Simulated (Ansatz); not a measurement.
**What SnSe2 (model cell, started as fluorite) distorts into**

Aim: this structure of SnSe2 (model cell, started as fluorite) is to be tested for unstable modes, and one is followed downhill.

Method: DFT PBEsol, scalar-relativistic, plane waves, PAW, in Ansatz 0.2.0.

Report form: the programs' logs are mostly left out.

The structure was built from a prototype and need not be the compound's stable phase.

## 1. The structure

The structure is cubic, space group Fm-3m (No. 225). Conventional cell: a = 6.756 Å, b = 6.756 Å, c = 6.756 Å, α = 90.00°, β = 90.00°, γ = 90.00°. Nearest to Sn lie 8 Se at 2.93 Å. Nearest to Se lie 4 Sn at 2.93 Å. Farther neighbours and most contacts between anions are not listed.

## 2. Response at finite wavevector

The cell comes from relaxations at this level that are not shown. Stability and thermal properties need the whole zone. Linear response on a 4×4×4 q mesh gives force constants as far as a supercell of that size would.

input.yaml

```yaml
crystal:
  lattice:
    - [0.0, 3.377823094, 3.377823094]
    - [3.377823094, 0.0, 3.377823094]
    - [3.377823094, 3.377823094, 0.0]
  atoms:
    - { symbol: Sn, position: [0.0, 0.0, 0.0] }
    - { symbol: Se, position: [0.25, 0.25, 0.25] }
    - { symbol: Se, position: [0.75, 0.75, 0.75] }
kpoints:
  mp_grid: { grid: [12, 12, 12] }
hamiltonian:
  xc: pbesol
scf:
  occupations: { method: methfessel_paxton, width: 0.2 }
output:
  eigenvalues: true
phonons:
  method: dfpt
  qmesh: [4, 4, 4]
  temperatures: { t_max: 1000, t_step: 50 }
  qpath:
    path:
      - [[0.0, 0.0, 0.0], [0.5, 0.0, 0.5], [0.625, 0.25, 0.625]]
      - [[0.375, 0.375, 0.75], [0.0, 0.0, 0.0], [0.5, 0.5, 0.5], [0.5, 0.25, 0.75], [0.5, 0.0, 0.5]]
    npoints: 10
```

Launch:

```
$ ansatz run input.yaml --threads 4 --pin off --max-ram 7168MiB --backend cpu --events-out ev --progress --plain --runs-dir out
```

Elapsed: 27 min, on 4 threads of Arm Neoverse V1, shared host; peak memory 5.5 GiB.

Numbers from this step:

| Item | Value |
| --- | --- |
| volume per atom | 25.69 Å³ |
| gap on the k-mesh | 0 eV |
| sum-rule residual before enforcement | 1.05e-4 eV/Å² |
| lowest frequency on the path | -160.3 cm⁻¹ |
| point group | m-3m |
| highest frequency on the path or at a solved wavevector | 105.4 cm⁻¹ |
| highest optical mode at the zone centre (no LO-TO term) | 91.04 cm⁻¹ |
| lowest optical zone-centre mode | 90.41 cm⁻¹ |
| lowest mode on the q mesh (acoustic modes at Γ apart) | -160.3 cm⁻¹ |

Frequencies (cm⁻¹) solved at each irreducible wavevector; negative means imaginary. Frequencies by wavevector, by row:

| q in reciprocal lattice units | star | mode 1 | mode 2 | mode 3 | mode 4 | mode 5 | mode 6 | mode 7 | mode 8 | mode 9 |
| --- | --- | --- | --- | --- | --- | --- | --- | --- | --- | --- |
| 0 0 0 | 1 | 0 | 0 | 0 | 90.4 | 90.4 | 90.4 | 91 | 91 | 91 |
| 0 0 0.25 | 8 | -45.2 | -45.2 | -19.9 | 43.1 | 77.9 | 77.9 | 81.2 | 88.7 | 88.7 |
| 0 0 -0.5 | 4 | -84.4 | -56.5 | -56.5 | -42.8 | 62 | 62 | 87.5 | 87.5 | 89 |
| 0 0.25 0.25 | 6 | -47.1 | -31.9 | -31.9 | 44.2 | 58.6 | 58.6 | 82.1 | 104 | 104 |
| 0 0.25 -0.5 | 24 | -107.1 | -70.2 | -55.1 | 19.6 | 34.4 | 51.4 | 87.5 | 99.3 | 103.8 |
| 0 0.25 -0.25 | 12 | -61.1 | -39.6 | -30 | 17.6 | 50.6 | 55.9 | 85.7 | 95.6 | 103.3 |
| 0 -0.5 -0.5 | 3 | -160.3 | -44.7 | -44.7 | -37.4 | -37.4 | 74.2 | 79.2 | 96.8 | 96.8 |
| 0.25 -0.5 -0.25 | 6 | -114.5 | -68.4 | -40.2 | -20.4 | -20.4 | 58.2 | 88.3 | 88.3 | 98.1 |

Interpolated from a 4×4×4 q mesh. The phonon branches at the labelled points (cm⁻¹):

| point | branch 1 | branch 2 | branch 3 | branch 4 | branch 5 | branch 6 | branch 7 | branch 8 | branch 9 |
| --- | --- | --- | --- | --- | --- | --- | --- | --- | --- |
| Γ | 0 | 0 | 0 | 90 | 90 | 90 | 91 | 91 | 91 |
| halfway | -47 | -32 | -32 | 44 | 59 | 59 | 82 | 104 | 104 |
| X | -160 | -45 | -45 | -37 | -37 | 74 | 79 | 97 | 97 |
| halfway | -150 | -58 | -50 | -36 | -32 | 69 | 82 | 96 | 99 |
| U | -124 | -66 | -49 | -35 | -11 | 59 | 85 | 97 | 101 |
| jump to K | -124 | -66 | -49 | -35 | -11 | 59 | 85 | 97 | 101 |
| halfway | -42 | -30 | 18 | 34 | 50 | 75 | 87 | 90 | 99 |
| Γ | 0 | 0 | 0 | 90 | 90 | 90 | 91 | 91 | 91 |
| halfway | -45 | -45 | -20 | 43 | 78 | 78 | 81 | 89 | 89 |
| L | -84 | -56 | -56 | -43 | 62 | 62 | 88 | 88 | 89 |
| halfway | -92 | -69 | -49 | 30 | 38 | 42 | 88 | 94 | 104 |
| W | -114 | -68 | -40 | -20 | -20 | 58 | 88 | 88 | 98 |
| halfway | -140 | -58 | -55 | -42 | -16 | 65 | 84 | 97 | 98 |
| X | -160 | -45 | -45 | -37 | -37 | 74 | 79 | 97 | 97 |

Symmetry leaves 8 wavevectors to solve. The lowest mode among them, the acoustic zeros apart, lies at q = (0, -0.5, -0.5) and is imaginary, 160.3i cm⁻¹, so the energy falls along it.

## 3. The mode frozen in, largest atomic shift 0 Å

The mode followed lies at q = (0.25, -0.5, -0.25) with frequency 114.5i cm⁻¹, one of the unstable modes though not the softest. At small amplitude the distorted cell has space group no. 142 by a symmetry search on the positions. The undistorted cell that holds it gives the zero of energy on the same k mesh.

System of this step: SnSe2 (model cell, started as fluorite). The structure is cubic, space group Fm-3m (No. 225). Conventional cell: a = 6.756 Å, b = 6.756 Å, c = 6.756 Å, α = 90.00°, β = 90.00°, γ = 90.00°. Sn has 8 Se at 2.93 Å nearest. Se has 4 Sn at 2.93 Å nearest. Farther neighbours and most contacts between anions are not listed.

input.yaml

```yaml
crystal:
  lattice:
    - [0.0, 0.0, -6.755646188]
    - [6.755646188, 0.0, 0.0]
    - [3.377823094, -6.755646188, -3.377823094]
  atoms:
    - { symbol: Sn, position: [0.75, 0.25, 0.5] }
    - { symbol: Sn, position: [0.25, 0.75, 0.5] }
    - { symbol: Sn, position: [0.5, 0.5, 0.0] }
    - { symbol: Sn, position: [0.0, 0.0, 0.0] }
    - { symbol: Se, position: [0.625, 0.625, 0.25] }
    - { symbol: Se, position: [0.125, 0.125, 0.25] }
    - { symbol: Se, position: [0.375, 0.875, 0.75] }
    - { symbol: Se, position: [0.875, 0.375, 0.75] }
    - { symbol: Se, position: [0.375, 0.375, 0.75] }
    - { symbol: Se, position: [0.875, 0.875, 0.75] }
    - { symbol: Se, position: [0.125, 0.625, 0.25] }
    - { symbol: Se, position: [0.625, 0.125, 0.25] }
kpoints:
  mp_grid: { grid: [6, 6, 6] }
hamiltonian:
  xc: pbesol
scf:
  occupations: { method: methfessel_paxton, width: 0.2 }
output:
  forces: true
  stress: true
  eigenvalues: true
```

Run time: 15 s. Hardware: 4 threads; peak memory 1.4 GiB.

Numbers from this step:

| Quantity | Value |
| --- | --- |
| pressure | 0.01712 GPa |
| energy from the undistorted cell | 0 meV/atom |

The run ends at a pressure of 0.02 GPa.

## 4. The mode frozen in, largest atomic shift 0.45 Å

The atoms are moved along the unstable eigenvector, the largest shift by 0.45 Å, with the cell fixed.

input.yaml

```yaml
crystal:
  lattice:
    - [0.0, 0.0, -6.755646188]
    - [6.755646188, 0.0, 0.0]
    - [3.377823094, -6.755646188, -3.377823094]
  atoms:
    - { symbol: Sn, position: [0.75, 0.25, 0.5] }
    - { symbol: Sn, position: [0.25, 0.75, 0.5] }
    - { symbol: Sn, position: [0.5, 0.5, 0.0] }
    - { symbol: Sn, position: [0.0, 0.0, 0.0] }
    - { symbol: Se, position: [0.625, 0.6916109485, 0.25] }
    - { symbol: Se, position: [0.125, 0.0583890515, 0.25] }
    - { symbol: Se, position: [0.3083890515, 0.875, 0.75] }
    - { symbol: Se, position: [0.9416109485, 0.375, 0.75] }
    - { symbol: Se, position: [0.4416109485, 0.375, 0.75] }
    - { symbol: Se, position: [0.8083890515, 0.875, 0.75] }
    - { symbol: Se, position: [0.125, 0.5583890515, 0.25] }
    - { symbol: Se, position: [0.625, 0.1916109485, 0.25] }
kpoints:
  mp_grid: { grid: [6, 6, 6] }
hamiltonian:
  xc: pbesol
scf:
  occupations: { method: methfessel_paxton, width: 0.2 }
output:
  forces: true
  stress: true
  eigenvalues: true
```

Run time: 14 s. Hardware: 4 threads; peak memory 1.4 GiB; 54 s of CPU time.

Numbers from this step:

* pressure: 1.099 GPa
* energy from the undistorted cell: -95.89 meV/atom

The energy, extrapolated to zero smearing, is -95.89 meV/atom against the undistorted cell.

The run ends at a pressure of 1.10 GPa, with forces up to 0.0073 eV/Å.

## 5. Energy along the mode, all amplitudes (two of the runs are shown above)

An imaginary frequency means negative curvature, so the energy should fall and then rise again as anharmonic terms take over.

This step gave:

- depth at the lowest point sampled: 95.89 meV/atom
- largest atomic shift at that point: 0.45 Å

Table of energy from the parent by largest atomic shift:

| largest atomic shift (Å) | energy from the parent (meV/atom) |
| --- | --- |
| 0.000 | 0 |
| 0.040 | -2 |
| 0.080 | -7.99 |
| 0.140 | -23.7 |
| 0.220 | -50.6 |
| 0.320 | -79.8 |
| 0.450 | -95.9 |
| 0.600 | -75.5 |

Displacement at unit largest shift by atom:

| atom | x (Å) | y (Å) | z (Å) | size |
| --- | --- | --- | --- | --- |
| Sn1 | 0.00 | 0.00 | 0.00 | 0.00 |
| Sn2 | 0.00 | 0.00 | 0.00 | 0.00 |
| Sn3 | 0.00 | 0.00 | 0.00 | 0.00 |
| Sn4 | 0.00 | 0.00 | 0.00 | 0.00 |
| Se5 | 1.00 | 0.00 | 0.00 | 1.00 |
| Se6 | -1.00 | 0.00 | 0.00 | 1.00 |
| Se7 | 0.00 | 0.00 | 1.00 | 1.00 |
| Se8 | 0.00 | 0.00 | -1.00 | 1.00 |
| Se9 | 0.00 | 0.00 | -1.00 | 1.00 |
| Se10 | 0.00 | 0.00 | 1.00 | 1.00 |
| Se11 | -1.00 | 0.00 | 0.00 | 1.00 |
| Se12 | 1.00 | 0.00 | 0.00 | 1.00 |

The lowest of the steps tried is at 0.45 Å, 95.9 meV/atom below the parent; the bottom of the well need not coincide with a step.

## 6. Relaxation from the frozen mode

Starting from the lowest point found, all atoms and the cell are let go, so that strain and other modes of the same symmetry can join in.

Changes to input.yaml since step 4:

```diff
@@ -28 +28,6 @@
   eigenvalues: true
+relax:
+  adjacent_minimum: "off"
+  f_tol: 0.002
+  max_steps: 120
+  cell: { stress_tol: 0.03 }
```

Run time: 5 min. Hardware: 4 threads; peak memory 1.5 GiB.

The steps of the relaxation:

| step | energy less that of the first step (eV) | largest force component (eV/Å) | pressure (GPa) | volume (Å³) |
| --- | --- | --- | --- | --- |
| 1 | 0.0000 | 0.0073 | 1.10 | 308.32 |
| 2 | -0.0740 | 0.0157 | -0.94 | 322.70 |
| 3 | -0.2353 | 0.0128 | -1.57 | 331.38 |
| 4 | -0.4089 | 0.0882 | -1.38 | 334.08 |
| 5 | -0.6393 | 0.1874 | -1.35 | 337.89 |
| 6 | -1.0146 | 0.3547 | -0.03 | 330.21 |
| 7 | -1.4442 | 0.1578 | 0.44 | 324.00 |
| 8 | -1.4422 | 0.0613 | -0.49 | 316.96 |
| 9 | -1.5668 | 0.0138 | -0.14 | 321.86 |
| 10 | -1.5809 | 0.0139 | -0.04 | 318.84 |
| 11 | -1.5794 | 0.0195 | -0.10 | 319.96 |
| 12 | -1.5816 | 0.0022 | 0.09 | 318.66 |
| 13 | -1.5816 | 0.0002 | 0.00 | 319.10 |
| 14* | -1.6010 | 0.0012 | 0.10 | 319.10 |
| 15 | -1.6014 | 0.0008 | 0.01 | 319.98 |
| 16* | -1.6016 | 0.0008 | 0.01 | 319.98 |

Relaxation steps marked * repeat the geometry before them on a plane-wave basis chosen anew for their cell, so energy and pressure can jump there. Relaxation steps 8, 11 were tried and not accepted.

The run keeps the 16 symmetry operations that it works with, so distortions that break them were not tested.

| cell as run | before | after | change |
| --- | --- | --- | --- |
| a (Å) | 6.756 | 7.711 | +14.1 % |
| b (Å) | 6.756 | 7.711 | +14.1 % |
| c (Å) | 8.274 | 7.661 | -7.4 % |
| α (°) | 65.91 | 59.79 | -9.3 % |
| β (°) | 65.91 | 59.79 | -9.3 % |
| volume (Å³/atom) | 25.69 | 26.66 | +3.8 % |

The atoms that moved most (Å, as changes of fractional coordinates times the final cell):

| atom | dx | dy | dz | length |
| --- | --- | --- | --- | --- |
| Se10 | 0.000 | 0.000 | -0.315 | 0.315 |
| Se12 | -0.315 | 0.000 | 0.000 | 0.315 |
| Se7 | 0.000 | 0.000 | -0.315 | 0.315 |
| Se6 | 0.315 | 0.000 | 0.000 | 0.315 |
| Se11 | 0.315 | 0.000 | 0.000 | 0.315 |
| Se9 | 0.000 | 0.000 | 0.315 | 0.315 |
| Se8 | 0.000 | 0.000 | 0.315 | 0.315 |
| Se5 | -0.315 | 0.000 | 0.000 | 0.315 |

The relaxed structure:

```
Sn Se
1.0
     0.00000    0.00000   -7.71054
     7.71054    0.00000    0.00000
     3.85527   -5.38204   -3.85527
Sn Se
4 8
Cartesian
  3.8553 -2.6910 -7.7105
  7.7105 -2.6910 -3.8553
  3.8553 0.0000 -3.8553
  0.0000 0.0000 0.0000
  5.9816 -1.3455 -5.7829
  1.7289 -1.3455 -1.9276
  9.6382 -4.0365 -5.5842
  5.7829 -4.0365 -9.8369
  5.7829 -4.0365 -5.9816
  9.6382 -4.0365 -9.4395
  5.5842 -1.3455 -1.9276
  2.1263 -1.3455 -5.7829
```

Numbers from this step:

```
pressure        : 0.01403 GPa
volume per atom : 26.66 Å³
```

The distorted start has space group I4_1/acd; the relaxation ends in I4_1/acd.

## 7. The phases reached

The phases reached along the modes that were followed are set side by side.

Energies are those of the first relaxation, on the mesh of the frozen mode; space group, volume and gap are those of the last relaxation. Phases, by row:

| mode frozen in | space group | energy from parent (meV/atom) | volume (Å³/atom) | gap on mesh (eV) | lowest zone-centre optical mode (cm⁻¹) | largest shift (Å) |
| --- | --- | --- | --- | --- | --- | --- |
| parent | Fm-3m | 0 | 25.69 | 0 | – | – |
| q = (0, -0.5, -0.5), 160i cm⁻¹ | P4_2/nmc | -332.7 | 28.41 | 0 | 33.1 | 1.101 |
| q = (0.25, -0.5, -0.25), 114i cm⁻¹ | I4_1/acd | -229.3 | 26.66 | 0 | – | 0.199 |

## 8. What came out

| Quantity | Value |
| --- | --- |
| unstable mode of the parent | q = (0.25, -0.5, -0.25), 114i cm⁻¹ |
| depth at the lowest point sampled | 95.9 meV/atom |
| largest atomic shift at that point | 0.45 Å |
| space group reached (within 0.01 Å) | I4_1/acd |
| energy gained over the parent (first relaxation, on the mesh of the frozen mode) | 229 meV/atom |
| volume per atom, phase reached | 26.7 Å³ |

**Reading.** Along this mode the structure falls into I4_1/acd, 229 meV/atom below the parent. At the parent's cell the well is 95.89 meV/atom deep on the steps tried, with its lowest point at a shift of 0.45 Å. Relaxing atoms and cell changes the gain by +133.42 meV/atom against the lowest step (energies at zero smearing). The modes of the phase reached were not computed on this path. Of the 2 patterns followed to their end from this parent, this one ends 103 meV/atom above the lowest, P4_2/nmc. Each path keeps the symmetry of its pattern, so a lower phase may lie along a pattern not tried. With no gap, or one that is small against the smearing, the frequencies hang on the k mesh and the smearing, most of all near Kohn anomalies. Spin-orbit coupling is left out, which can matter for the heavy elements here. A phonon run warned that its eigensolver left some bands unconverged in a pass. The starting cell was built on a prototype and not taken from a measurement, so the phase need not exist.

[Logs are printed without paths, hosts, clocks, repeated set-up lines and the standing remarks that a program may print on its own settings, such as how far it seeks lower states.]

[Hosts, paths, dates, database ids (printed as entryN), source tags and the programs' standing remarks are cut or masked in the printed files.]
